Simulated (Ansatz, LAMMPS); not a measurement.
**Forces and charges in glassy 69SiO2-19Al2O3-6SrO-6Li2O (mol %) (106 atoms)**

Aim: energy, forces, charges and density of states of glassy 69SiO2-19Al2O3-6SrO-6Li2O (mol %) (106 atoms) at a fixed geometry.

Calculated with Ansatz 0.2.0; Kohn-Sham DFT, PBE, PAW (set soft_2), plane waves.

## 1. The starting structure

The cell holds 106 atoms: 22 Si, 12 Al, 2 Sr, 4 Li and 66 O. Cell: a = 11.257 Å, b = 11.257 Å, c = 11.257 Å, α = 90.0°, β = 90.0°, γ = 90.0°. 106 atoms (22 Si, 12 Al, 2 Sr, 4 Li, 66 O) placed at random at 2.56 g/cm³, melted at 4000 K for 10 ps at fixed volume with the Morse and Coulomb pair potential with partial charges (Pedone, Malavasi, Menziani, Cormack and Segre, J. Phys. Chem. B 110, 11780 (2006)). Quenched from 4000 K to 300 K at 50 K/ps and fixed volume, held 5 ps.

Before any run, some limits are plain. The quench rate of 50 K/ps is orders of magnitude faster than experiment, which tends to freeze in extra defects. The starting topology of bonds comes from the classical model, and needn't be the one that DFT or experiment would give. The Brillouin zone is sampled at Γ only, in a cell whose shortest periodic width is 11 Å.

## 2. The classical run that made the cell

A classical potential makes the cell, at a small fraction of what the same run would cost in DFT.

This step: classical MD, Morse and Coulomb pair potential with partial charges (Pedone, Malavasi, Menziani, Cormack and Segre, J. Phys. Chem. B 110, 11780 (2006)) (LAMMPS 22 Jul 2025 - Update 4).

File in.lmp:

```
# melt-quench of Si22Al12Sr2Li4O66
units metal
atom_style charge
boundary p p p
region box block 0 11.2565 0 11.2565 0 11.2565
create_box 5 box
mass 1 28.0850   # Si
mass 2 26.9815   # Al
mass 3 87.6200   # Sr
mass 4 6.9400   # Li
mass 5 15.9990   # O
create_atoms 1 random 22 341389 NULL overlap 1.5 maxtry 2000
create_atoms 2 random 12 341396 NULL overlap 1.5 maxtry 2000
create_atoms 3 random 2 341403 NULL overlap 1.5 maxtry 2000
create_atoms 4 random 4 341410 NULL overlap 1.5 maxtry 2000
create_atoms 5 random 66 341417 NULL overlap 1.5 maxtry 2000
pair_style hybrid/overlay pedone 5.5 coul/long 8.0
pair_coeff * * coul/long
pair_coeff 1 5 pedone 0.340554 2.006700 2.100000 1   # Si-O
pair_coeff 2 5 pedone 0.361581 1.900442 2.164818 0.9   # Al-O
pair_coeff 3 5 pedone 0.019623 1.886000 3.328330 3   # Sr-O
pair_coeff 4 5 pedone 0.001114 3.429506 2.681360 1   # Li-O
pair_coeff 5 5 pedone 0.042395 1.379316 3.618701 22   # O-O
set type 1 charge 2.4
set type 2 charge 1.8
set type 3 charge 1.2
set type 4 charge 0.6
set type 5 charge -1.2
kspace_style pppm 1.0e-4
neigh_modify delay 0 every 1 check yes
thermo_style custom step time temp pe press density
thermo_modify norm yes
timestep 0.002
thermo 100
# [... 15 lines left out ...]
fix md all nvt temp 4000 300 0.2
run 37000 post no
unfix md
thermo 1250
fix md all nvt temp 300 300 0.2
run 2500 post no
unfix md
write_dump all custom glass.dump id type xs ys zs modify sort id
```

Run with:

```bash
> lmp -in in.lmp -log none -nocite
```

Numbers of over 12 decimals in the logs are rounded to 6 here.

The log of the run:

```text
LAMMPS (22 Jul 2025 - Update 4)
Created orthogonal box = (0 0 0) to (11.2565 11.2565 11.2565)
Created 22 atoms
Created 12 atoms
Created 2 atoms
Created 4 atoms
Created 66 atoms
PPPM initialization ...
  G vector (1/distance) = 0.37928807
  grid = 12 12 12
  estimated relative force accuracy = 6.7960363e-05
   Step          Time           Temp          PotEng         Press         Density
         0   0              0             -3.7113413      476286.26      2.5619844
        86   0.172          0             -15.150831     -28021.863      2.5619844
Loop time of 0.258362 s on 1 MPI rank(s) for 86 steps with 106 atoms
Minimization stats:
  Stopping criterion = energy tolerance
  Energy initial, next-to-last, final =
     -3.71134134292026  -15.1495267473291  -15.1508309302785
  Force two-norm initial, final = 289.98827 2.8541587
  Iterations, force evaluations = 86 108
   Step          Time           Temp          PotEng         Press         Density
         0   0              4000          -15.150831      12633.973      2.5619844
       500   1              1954.8783     -15.038826      4601.4078      2.5619844
      1000   2              1849.0045     -15.038852      6606.628       2.5619844
Loop time of 1.79477 s on 1 MPI rank(s) for 1000 steps with 106 atoms
   Step          Time           Temp          PotEng         Press         Density
      1000   2              1849.0045     -15.038852      6606.628       2.5619844
      1666   3.332          3921.0224     -14.57341       45935.477      2.5619844
      2499   4.998          3933.3363     -14.717873      42786.921      2.5619844
      3332   6.664          4210.175      -14.57426       23662.763      2.5619844
      4165   8.33           3811.6504     -14.677997      42483.598      2.5619844
      4998   9.996          3797.2625     -14.701834      40807.717      2.5619844
      5831   11.662         4170.2895     -14.654451     -6311.0004      2.5619844
[... 1 line left out ...]
Loop time of 8.00347 s on 1 MPI rank(s) for 5000 steps with 106 atoms
   Step          Time           Temp          PotEng         Press         Density
[... 12 lines left out ...]
Loop time of 34.2312 s on 1 MPI rank(s) for 37000 steps with 106 atoms
   Step          Time           Temp          PotEng         Press         Density
     43000   86             315.73768     -15.346453     -11515.78       2.5619844
     43750   87.5           298.88427     -15.341981     -13624.022      2.5619844
     45000   90             274.28776     -15.34517      -10776.774      2.5619844
     45500   91             275.28458     -15.344388     -14667.828      2.5619844
Loop time of 1.88089 s on 1 MPI rank(s) for 2500 steps with 106 atoms
```

The job ended after 46 s (1 thread of Arm Neoverse N1, shared host; peak memory 0.075 GiB).

## 3. Plane-wave single point

One self-consistent run at the given positions yields energy and forces.

File input.yaml:

```yaml
crystal:
  lattice:
    - [11.2565, 0.0, 0.0]
    - [0.0, 11.2565, 0.0]
    - [0.0, 0.0, 11.2565]
  atoms:
    - { symbol: Si, position: [0.47374, 0.38344, 0.25578] }
    - { symbol: Si, position: [0.82058, 0.25729, 0.08377] }
    - { symbol: Si, position: [0.96484, 0.4923, 0.33544] }
    - { symbol: Si, position: [0.36984, 0.51894, 0.47769] }
    - { symbol: Si, position: [0.83976, 0.53478, 0.01979] }
    - { symbol: Si, position: [0.44462, 0.10458, 0.22641] }
    - { symbol: Si, position: [0.10086, 0.24747, 0.30305] }
    - { symbol: Si, position: [0.72655, 0.60686, 0.60777] }
    - { symbol: Si, position: [0.24667, 0.77374, 0.48072] }
    - { symbol: Si, position: [0.1998, 0.08037, 0.11576] }
    - { symbol: Si, position: [0.4003, 0.79669, 0.84386] }
    - { symbol: Si, position: [0.4499, 0.95312, 0.4592] }
    - { symbol: Si, position: [0.13588, 0.27018, 0.78875] }
    - { symbol: Si, position: [0.08526, 0.8755, 0.26328] }
    - { symbol: Si, position: [0.81564, 0.95074, 0.30193] }
    - { symbol: Si, position: [0.99975, 0.09732, 0.9334] }
    - { symbol: Si, position: [0.49402, 0.55268, 0.72634] }
    - { symbol: Si, position: [0.77046, 0.93275, 0.84982] }
    - { symbol: Si, position: [0.06867, 0.05804, 0.66055] }
    - { symbol: Si, position: [0.64044, 0.75793, 0.38597] }
    - { symbol: Si, position: [0.68645, 0.04477, 0.08784] }
    - { symbol: Si, position: [0.76831, 0.33946, 0.60184] }
    - { symbol: Al, position: [0.4297, 0.27161, 0.76495] }
    - { symbol: Al, position: [0.89062, 0.14309, 0.45958] }
    - { symbol: Al, position: [0.53488, 0.20935, 0.53843] }
    - { symbol: Al, position: [0.72035, 0.30216, 0.34274] }
    - { symbol: Al, position: [0.1343, 0.79795, 0.74] }
    - { symbol: Al, position: [0.54431, 0.0216, 0.71716] }
    - { symbol: Al, position: [0.25118, 0.22597, 0.54704] }
    - { symbol: Al, position: [0.10962, 0.45029, 0.5873] }
    - { symbol: Al, position: [0.07286, 0.64046, 0.14537] }
    - { symbol: Al, position: [0.89515, 0.69301, 0.80081] }
    - { symbol: Al, position: [0.70138, 0.54396, 0.23922] }
    - { symbol: Al, position: [0.95049, 0.45341, 0.7927] }
    - { symbol: Sr, position: [0.29088, 0.46195, 0.98209] }
    - { symbol: Sr, position: [0.41416, 0.67394, 0.15904] }
    - { symbol: Li, position: [0.02721, 0.64722, 0.58121] }
    - { symbol: Li, position: [0.09504, 0.82111, 0.97434] }
    - { symbol: Li, position: [0.44581, 0.05635, 0.9612] }
    - { symbol: Li, position: [0.64007, 0.78508, 0.98179] }
    - { symbol: O, position: [0.62, 0.41564, 0.27886] }
    - { symbol: O, position: [0.86822, 0.54955, 0.87606] }
    - { symbol: O, position: [0.16063, 0.20029, 0.18066] }
    - { symbol: O, position: [0.45682, 0.89926, 0.75639] }
    - { symbol: O, position: [0.03772, 0.37605, 0.28164] }
    - { symbol: O, position: [0.53574, 0.84519, 0.41271] }
    - { symbol: O, position: [0.96108, 0.57378, 0.07213] }
    - { symbol: O, position: [0.51306, 0.04656, 0.56001] }
    - { symbol: O, position: [0.89164, 0.00484, 0.88924] }
    - { symbol: O, position: [0.41183, 0.44731, 0.36768] }
    - { symbol: O, position: [0.00091, 0.16743, 0.36166] }
    - { symbol: O, position: [0.25676, 0.82013, 0.83508] }
    - { symbol: O, position: [0.95847, 0.10954, 0.59512] }
    - { symbol: O, position: [0.20833, 0.25176, 0.40395] }
    - { symbol: O, position: [0.06538, 0.93173, 0.70102] }
    - { symbol: O, position: [0.80025, 0.25605, 0.22537] }
    - { symbol: O, position: [0.95839, 0.92447, 0.30514] }
    - { symbol: O, position: [0.049, 0.52925, 0.70201] }
    - { symbol: O, position: [0.06191, 0.36137, 0.86508] }
    - { symbol: O, position: [0.16302, 0.8088, 0.37284] }
    - { symbol: O, position: [0.12665, 0.30756, 0.64968] }
    - { symbol: O, position: [0.17267, 0.74608, 0.59416] }
    - { symbol: O, position: [0.60055, 0.65892, 0.28987] }
    - { symbol: O, position: [0.59903, 0.22297, 0.40304] }
    - { symbol: O, position: [0.45682, 0.79083, 0.96694] }
    - { symbol: O, position: [0.73727, 0.47093, 0.55992] }
    - { symbol: O, position: [0.21026, 0.61194, 0.10798] }
    - { symbol: O, position: [0.63503, 0.59455, 0.72474] }
    - { symbol: O, position: [0.46593, 0.42383, 0.78482] }
    - { symbol: O, position: [0.74376, 0.83143, 0.32831] }
    - { symbol: O, position: [0.4469, 0.46102, 0.13382] }
    - { symbol: O, position: [0.64992, 0.27052, 0.63005] }
    - { symbol: O, position: [0.06429, 0.14899, 0.80616] }
    - { symbol: O, position: [0.11773, 0.05371, 0.99996] }
    - { symbol: O, position: [0.41824, 0.03406, 0.34555] }
    - { symbol: O, position: [0.67964, 0.69096, 0.50659] }
    - { symbol: O, position: [0.822, 0.27959, 0.47573] }
    - { symbol: O, position: [0.33176, 0.88759, 0.50905] }
    [... 22 atom lines left out ...]
    - { symbol: O, position: [0.05547, 0.79983, 0.1443] }
    - { symbol: O, position: [0.78232, 0.04264, 0.40087] }
    - { symbol: O, position: [0.85184, 0.65569, 0.66187] }
    - { symbol: O, position: [0.17329, 0.98034, 0.2143] }
    - { symbol: O, position: [0.68564, 0.95536, 0.97364] }
    - { symbol: O, position: [0.44942, 0.24937, 0.23005] }
kpoints:
  mp_grid: { grid: [1, 1, 1] }
hamiltonian:
  xc: pbe
scf:
  occupations: { method: fixed }
output:
  forces: true
  stress: true
  populations: true
  dos:
    method: { smearing: { sigma: 0.15 } }
    de: 0.1
    projected: { site_lists: { Al: [Al], Li: [Li], O: [O], Si: [Si], Sr: [Sr] } }
  eigenvalues: true
  write_density: true
  write_potential: true
  volumetric_format: npy
```

Run with:

```bash
> ansatz run input.yaml --threads 8 --pin off --max-ram 15872MiB --backend cpu --events-out ev --progress --plain --runs-dir out
```

The log of the run:

```text
Engine: ansatz 0.2.0, aarch64-unknown-linux-gnu
Pseudopotentials: kind: paw
Pseudopotential: Si, paw, valence charge 4, recommended cutoff 420 eV (normal), Si.paw.azcp
Pseudopotential: Al, paw, valence charge 3, recommended cutoff 420 eV (normal), Al.paw.azcp
Pseudopotential: Sr, paw, valence charge 10, recommended cutoff 420 eV (normal), Sr.paw.azcp
Pseudopotential: Li, paw, valence charge 3, recommended cutoff 420 eV (normal), Li.paw.azcp
Pseudopotential: O, paw, valence charge 6, recommended cutoff 420 eV (normal), O.paw.azcp
[... 5 lines on functional and potentials left out ...]
Crystal: 106 atoms, lattice volume = 1426.298 Å³
Basis set: ecut = 420 eV, 27825 PW (Γ), exchange–correlation on 160×160×160 points (8 copies of the dense FFT grid, shifted against one another)
Bands: 382, of which v1, the nominal top of the filled ones, is band 276 counted from 1 (275 counted from 0)
Symmetry: 1 space group operations
Space group: P1 (ITA 1), of the structure as read, at distance tolerance 1.1e-4 Å
k-points: 1
[... 11 lines on functional and potentials left out ...]
Initial density: superposition of atomic densities (neutral atoms: chi_scale 0, normalization atom), corrected by the library's trained network
Initial wavefunctions: pseudopotential atomic-orbital guess
Functional: x = pbe(κ = 0.804, μ = 0.219515), c = pbe(β = 0.066725)
SCF iter   1: F=—  HF=-65913.908152 eV  |F-HF|=—  |Δ(HF+E_count)|=         —  Δρ=2.22e-3  dr2=1.16e-1  ethr=1.77e-3  ⟨swp⟩=5.0  Hψ=1503  notcnv=0  defer=102
preconditioner: auto → Resta (q_TF=auto, 2.329 Å⁻¹)  ε∞=3.1  [insulator: Δε(μ)=3.178 eV  Ē_g=15.838 eV  n_scr=304 (ndim 8)  ℏωp=22.8 eV  f_vac=0.154  ε∞_Penn≈3.1]
SCF iter   2: F=—  HF=-65913.902917 eV  |F-HF|=—  |Δ(HF+E_count)|=   5.24e-3  Δρ=1.18e-3  dr2=2.83e-2  ethr=2.11e-5  ⟨swp⟩=2.0  Hψ=648  notcnv=0  defer=104
SCF iter   3: F=—  HF=-65913.902937 eV  |F-HF|=—  |Δ(HF+E_count)|=   1.96e-5  Δρ=5.95e-4  dr2=8.04e-3  ethr=5.12e-6  ⟨swp⟩=3.0  Hψ=504  notcnv=0  defer=104
SCF iter   4: F=—  HF=-65913.902025 eV  |F-HF|=—  |Δ(HF+E_count)|=   9.12e-4  Δρ=1.92e-4  dr2=6.52e-4  ethr=1.46e-6  ⟨swp⟩=3.0  Hψ=504  notcnv=0  defer=104
SCF iter   5: F=—  HF=-65913.902062 eV  |F-HF|=—  |Δ(HF+E_count)|=   3.77e-5  Δρ=1.07e-4  dr2=1.54e-4  ethr=1.18e-7  ⟨swp⟩=2.0  Hψ=501  notcnv=0  defer=104
SCF iter   6: F=—  HF=-65913.902046 eV  |F-HF|=—  |Δ(HF+E_count)|=   1.62e-5  Δρ=3.36e-5  dr2=1.53e-5  ethr=2.79e-8  ⟨swp⟩=2.0  Hψ=530  notcnv=0  defer=102
SCF iter   7: F=—  HF=-65913.899452 eV  |F-HF|=—  |Δ(HF+E_count)|=   2.59e-3  Δρ=1.42e-5  dr2=2.68e-6  ethr=2.78e-9  ⟨swp⟩=2.0  Hψ=658  notcnv=0  defer=100
SCF iter   8: F=—  HF=-65913.899454 eV  |F-HF|=—  |Δ(HF+E_count)|=   1.45e-6  Δρ=7.48e-6  dr2=7.13e-7  ethr=4.86e-10  ⟨swp⟩=2.0  Hψ=552  notcnv=0  defer=100
SCF iter   9: F=-65913.899454 eV  HF=-65913.899454 eV  |F-HF|=1.67e-8  |Δ(HF+E_count)|=   1.43e-7  Δρ=2.03e-6  dr2=5.50e-8  ethr=1.81e-11  ⟨swp⟩=23.0  Hψ=4156  notcnv=0
SCF 1 converged in 9 iterations: F = -65913.899454 eV  dr2 = 5.50e-8
  greatest PAW one-centre occupation: 1.000 electrons in one spin orbital (limit 2), on the Li atom at site 36 (counted from 0), in its partial waves of l = 0
SCF converged after 9 iterations
Free energy (F): -65913.899454 eV
Harris-Foulkes:  -65913.899454 eV  (|F-HF|=1.67e-8)
Internal energy: -65913.899454 eV  (E = F + TS)
E sigma→0 (E₀):  -65913.899454 eV
Fermi energy:    3.924890 eV
--- Per-component energies (eV) ---
  E_band       = -2724.147918
  E_kinetic    = 13676.970105
  E_local      = -37567.540336  (includes V_loc(G=0)·N_el)
  E_nonlocal   = 4101.242326
  E_hartree    = 13894.214505
  E_xc         = -7015.450101
  E_vxc        = -8054.786953  (∫ρ·V_xc dr)
  E_paw        = -32867.005151  (= ΣΔE_a)
  E_vpaw       = -2668.624317  (= ΣTr[D̂ρ^β])
  E_aug_tail   = 0.169273  (compensation charges beyond the density's cutoff)
  E_ewald      = -20136.500075
  E_smearing   = -0.000000  (= −TS)
  E_closure    = 0.000000  (closes the sum)
  Σ components = -65913.899454   (vs F -65913.899454, Δ=0.00e0)
--- Forces (eV/Å), atoms counted from 1 ---
  atom   1  Si     1.70952866     3.29626391    -1.53207336
  atom   2  Si    -0.14486395    -0.79874707     1.04607941
  atom   3  Si     3.41397619     0.18526097     0.49320555
  atom   4  Si    -0.95977032     3.76078609     2.26753960
  atom   5  Si     0.54511409    -1.91034045     1.09886428
  atom   6  Si     0.20838983     1.17929371    -1.70694427
  atom   7  Si    -0.50211701     0.93802840     2.49611863
  atom   8  Si     0.24259256    -1.51450198     1.88150017
  atom   9  Si     2.18983945    -0.82998171    -1.16211646
  atom  10  Si    -1.85757411    -0.58584665     2.66747715
  atom  11  Si    -1.60439452     1.15619565    -4.44550222
  atom  12  Si     0.41905693    -1.24620665     1.26987223
  atom  13  Si     0.41999474     3.20412161    -0.77314761
  atom  14  Si     0.34323241    -0.76038193     0.05101616
[...]
atom 105  O     -1.01417548    -1.17869012     0.15761463
  atom 106  O     -1.12033907    -2.71047107    -0.43437054
  max |Σ_I F_I| component: 8.42e-5 eV/Å
--- Stress (GPa, compression-positive) ---
        4.609042      -0.437619      -0.362149
       -0.437624       7.391439      -0.651688
       -0.362148      -0.651684       4.219532
  P = ⅓ Tr σ = 5.4067 GPa (54.067 kbar)
--- Band table (eV) ---
  k-point 0: bands = ["-42.2587", "-41.7143", "-40.5330", "-40.2214", [... 366 levels ...], "13.4300", "13.4494", "13.5072", "13.5553", "13.5679", "13.6010", "13.6460", "13.6972", "13.7392", "13.7969", "13.8251", "13.8291"]
--- Löwdin populations: 106 sites ---
  site symbol       q [e]
     0     Si      2.2607
     1     Si      2.2139
     2     Si      2.2578
[...]
105      O      6.7682
  spilling = 0.012023 (of n_electrons = 552.000000)
```

The job ended after 37 s (8 threads of Arm Neoverse N1, shared host; peak memory 1.9 GiB; 3.2 min of CPU time).

In the SCF lines HF is the Harris–Foulkes energy and dr2 the Hartree energy of the density residual, in eV; the loop may stop once dr2 is under the threshold and the program's other checks hold. Hψ counts applications of the Hamiltonian.

Read from the output:

```
free energy                                      : -65913.8995 eV
free energy per atom                             : -621.8292 eV/atom
SCF cycles                                       : 9
pressure                                         : 5.407 GPa
r.m.s. force component                           : 1.282 eV/Å
longest force                                    : 4.967 eV/Å
Fermi energy                                     : 3.925 eV
gap (highest filled to lowest empty level) : 2.972 eV
spilling of the projection                       : 0.01202
```

Length of the force by element:

```csv
element,coordination,atoms,mean length of the force (eV/Å),spread,least,most
Al,all,12,2.03,0.773,0.834,3.45
Li,all,4,0.564,0.282,0.33,1.04
O,all,66,1.82,0.980,0.287,4.97
Si,all,22,2.64,1.12,0.836,4.87
Sr,all,2,0.789,0.109,0.680,0.898
```

Löwdin charges by element (they lack the spilled electrons, 0.063 e an atom on average):

| element | coordination | atoms | mean charge (e) | spread | least | most |
| --- | --- | --- | --- | --- | --- | --- |
| Al | all | 12 | 1.35 | 0.0364 | 1.26 | 1.39 |
| Li | all | 4 | 0.840 | 0.0161 | 0.818 | 0.863 |
| O | all | 66 | -0.840 | 0.0664 | -1.14 | -0.731 |
| Si | all | 22 | 1.76 | 0.0279 | 1.67 | 1.79 |
| Sr | all | 2 | 1.83 | 0.0129 | 1.82 | 1.84 |

Density of states as counts of states in windows of 1 eV (from the Fermi level), total and the larger projections:

| from (eV) | to (eV) | total | O p | Si p |
| --- | --- | --- | --- | --- |
| -14 | -12 | 0.0 | 0.0 | 0.0 |
| -12 | -11 | 3.0 | 2.0 | 0.1 |
| -11 | -10 | 5.2 | 3.5 | 0.3 |
| -10 | -9 | 11.3 | 7.8 | 0.8 |
| -9 | -8 | 16.9 | 12.1 | 1.8 |
| -8 | -7 | 25.0 | 19.0 | 3.1 |
| -7 | -6 | 32.0 | 24.8 | 3.6 |
| -6 | -5 | 43.7 | 35.8 | 3.6 |
| -5 | -4 | 53.5 | 46.3 | 2.8 |
| -4 | -3 | 68.4 | 62.1 | 2.0 |
| -3 | -2 | 69.0 | 64.6 | 1.3 |
| -2 | -1 | 52.2 | 49.8 | 0.5 |
| -1 | 0 | 14.9 | 14.3 | 0.1 |
| 0 | 1 | 0.9 | 0.8 | 0.0 |
| 1 | 2 | 0.0 | 0.0 | 0.0 |
| 2 | 3 | 1.3 | 0.0 | 0.1 |
| 3 | 4 | 0.9 | 0.0 | 0.1 |
| 4 | 5 | 12.2 | 0.9 | 1.4 |

With fixed occupations the program's Fermi level is the highest filled level; weight inside the gap is the broadening of levels at its edges.

Between -26 and -14 eV lie 144 more states.

The levels nearest the highest filled one (over half full), pooled over k-points and spins:

| level less the highest filled one (eV) | occupation |
| --- | --- |
| -0.795 | 2 |
| -0.729 | 2 |
| -0.656 | 2 |
| -0.533 | 2 |
| -0.355 | 2 |
| 0 | 2 |
| 2.97 | 0 |
| 4.14 | 0 |
| 4.29 | 0 |
| 4.38 | 0 |
| 4.53 | 0 |
| 4.66 | 0 |

[end of part 1 of 2]

[Logs are printed without paths, hosts, clocks, repeated set-up lines and the standing remarks that a program may print on its own settings, such as how far it seeks lower states.]

[Hosts, paths, dates, database ids (printed as entryN), source tags and the programs' standing remarks are cut or masked in the printed files.]
